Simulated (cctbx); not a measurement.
## Which space group?

Cell: a = 5.9390 Å, b = 5.9390 Å, c = 9.8740 Å, α = 90.00°, β = 90.00°, γ = 120.00°. Expected content of the cell: Nd1 Sn6 Sc6.

Simulated single-crystal data (cctbx): Mo Kα, λ = 0.71073 Å, to d = 0.77 Å, 95 % of the full sphere, strongest reflection 40000 counts, noise from counting, a 4 % proportional error and a noise floor of 4 counts (s.d.); no absorption.

Tests on the unmerged data give:

```text
2643 reflections to d = 0.772 A
centring   violations  <I/sigma> of those
    A       1054 of  1328     13.6
    B       1051 of  1322     13.5
    C       1029 of  1346     13.2
    I       1054 of  1325     13.6
    R       1350 of  1761     13.1
    F       1567 of  1998     13.4
Laue class    unique    Rint  (classes that these axes allow; Friedel mates merged)
P -1             1385   0.025
P 1 1 2/m         741   0.030
P -3              471   0.031
P -3 1 m          276   0.033
P -3 m 1          304   0.032
P 6/m             255   0.033
P 6/m m m         182   0.034
space group    extra absences  I>4sigma  <I/sigma>
P 6 2 2                 0          0         -  acentric
P 6 m m                 0          0         -  acentric
P -6 m 2                0          0         -  acentric
P -6 2 m                0          0         -  acentric
P 6/m m m               0          0         -  centric
Wilson B = 2.02 A^2   <|E^2-1|> = 0.803 (0.968 centric, 0.736 acentric)   E^2>4: 1.1 %
shell (A)         n   <I/sigma>
 9.87 - 1.54     32     44.7
 1.54 - 1.23     26     53.1
 1.23 - 1.07     22     49.5
 1.07 - 0.97     19     46.9
 0.97 - 0.90     24     56.9
 0.90 - 0.85     17     41.3
 0.85 - 0.81     23     40.7
 0.81 - 0.77     19     45.9
```

**Question.** What are the lattice type, the Laue class and the likely space group?

Every centring test has many violations, so the lattice is primitive.

Rint stays low (0.025 to 0.034) up to P 6/m m m, the highest class in these axes.

5 settings pass the absence test. No glide or screw absences show, which leaves P 6 2 2, P 6 m m, P -6 m 2, P -6 2 m and P 6/m m m.

⟨|E²−1|⟩ = 0.803 lies between the two ideal values. The Wilson B of 2.02 Å² means U ≈ 0.0256 Å².

The true group is P6/mmm (no. 191), Laue class 6/mmm, centrosymmetric. The tables only narrow the choice to the tied entries; cell content, site symmetry and trial solutions must settle it.

The model is made up (kin elements in a known structure type, no relaxation), so it says nothing on whether the phase exists.

[Logs are printed without paths, hosts, clocks, repeated set-up lines and the standing remarks that a program may print on its own settings, such as how far it seeks lower states.]
